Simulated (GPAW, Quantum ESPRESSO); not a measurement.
Consider NiO (Fm-3m).

```
Ni O
1.0
     2.08590    2.08590    4.17180
     4.17180    2.08590    2.08590
     2.08590    4.17180    2.08590
Ni O
2 2
Direct
  0.00000 0.00000 0.00000
  0.50000 0.50000 0.50000
  0.25000 0.25000 0.25000
  0.75000 0.75000 0.75000
```

Absorber: atom 1, with 6 O at 2.09 Å (octahedral, site symmetry m-3m). Method: GPAW, LDA + U (Ni 5 eV), full core hole (charged cell), 28-atom cell with 6.6 Å between holes, 3×3×3 k points, dipole transitions, Gaussian full width 0.9 eV up to 4 eV, rising linearly to 3.5 eV at 25 eV.

**Question.** Predict the near-edge structure at the Ni L₃ edge.

Main maxima up to 30 eV above the zero (height): 0.1 eV (16.23) and 12.0 eV (1.96). At an L edge the dipole rule selects empty d (and weakly s) states on the absorber, and the strong line at the onset measures the empty part of its d band. 2p–3d multiplets, which reshape such L edges, aren't in a one-electron spectrum. The total-energy difference plus the lowest empty eigenvalue puts the zero at 855.55 eV. One term is added: −5.77 eV, a third of the tabulated L₂–L₃ splitting, since the scalar-relativistic hole is their mean. The photon energy is then 849.79 eV. The tabulated edge of the element is 852.7 eV. The functional and the charged cell's background leave an error of a few eV in such absolute values.

The Ni L₃ spectrum (energy from the lowest empty level; intensity scaled to a mean of 1 over the first 20 eV):

| E (eV) | intensity |
| --- | --- |
| -2.0 | 0.00 |
| -1.5 | 0.00 |
| -1.0 | 0.31 |
| -0.5 | 5.10 |
| 0.0 | 15.81 |
| 0.5 | 9.25 |
| 1.0 | 1.02 |
| 1.5 | 0.02 |
| 2.0 | 0.01 |
| 2.5 | 0.12 |
| 3.0 | 0.42 |
| 3.5 | 0.43 |
| 4.0 | 0.15 |
| 4.5 | 0.03 |
| 5.0 | 0.03 |
| 5.5 | 0.06 |
| 6.0 | 0.11 |
| 6.5 | 0.18 |
| 7.0 | 0.27 |
| 7.5 | 0.37 |
| 8.0 | 0.40 |
| 8.5 | 0.38 |
| 9.0 | 0.36 |
| 9.5 | 0.39 |
| 10.0 | 0.55 |
| 10.5 | 0.89 |
| 11.0 | 1.35 |
| 11.5 | 1.78 |
| 12.0 | 1.96 |
| 12.5 | 1.81 |
| 13.0 | 1.44 |
| 13.5 | 1.03 |
| 14.0 | 0.74 |
| 14.5 | 0.56 |
| 15.0 | 0.47 |
| 15.5 | 0.45 |
| 16.0 | 0.46 |
| 16.5 | 0.49 |
| 17.0 | 0.55 |
| 17.5 | 0.63 |
| 18.0 | 0.72 |
| 18.5 | 0.82 |
| 19.0 | 0.92 |
| 19.5 | 1.01 |
| 20.0 | 1.10 |
| 20.5 | 1.18 |
| 21.0 | 1.27 |
| 21.5 | 1.34 |
| 22.0 | 1.42 |
| 22.5 | 1.49 |
| 23.0 | 1.58 |
| 23.5 | 1.65 |
| 24.0 | 1.71 |
| 24.5 | 1.73 |
| 25.0 | 1.71 |
| 25.5 | 1.66 |
| 26.0 | 1.60 |
| 26.5 | 1.53 |
| 27.0 | 1.49 |
| 27.5 | 1.51 |
| 28.0 | 1.58 |
| 28.5 | 1.72 |
| 29.0 | 1.91 |
| 29.5 | 2.12 |
| 30.0 | 2.30 |
| 30.5 | 2.41 |
| 31.0 | 2.42 |
| 31.5 | 2.33 |
| 32.0 | 2.14 |

The hole lies in one spin channel, while the script sums the empty states of both and takes the lower zero; where the two channels are split, this blurs and shifts the curve. One-electron theory leaves out the 2p–3d multiplets that shape measured L edges of 3d elements, and the L₂ edge isn't added. The spins start antiferromagnetically in a simple order, which needn't be the measured one; gap and edge can depend on it. The mesh is coarse (0.34 Å⁻¹ between points), so small maxima may be mesh ripples. The structure is a published determination, not relaxed.

[Banner, clock and machine lines of the logs are left out without a mark of their own.]

[Logs are printed without paths, hosts, clocks, repeated set-up lines and the standing remarks that a program may print on its own settings, such as how far it seeks lower states.]

[Hosts, paths, dates, database ids (printed as entryN), source tags and the programs' standing remarks are cut or masked in the printed files.]

[Lists of maxima count a maximum above −3 eV only where it reaches 4 % of the highest in the window and stands out from its surroundings by 2 % of it (1.5 % where it reaches 55 %); shoulders and weaker maxima are passed over, and of the rest the first, up to two pre-edge ones and the few strongest are named.]
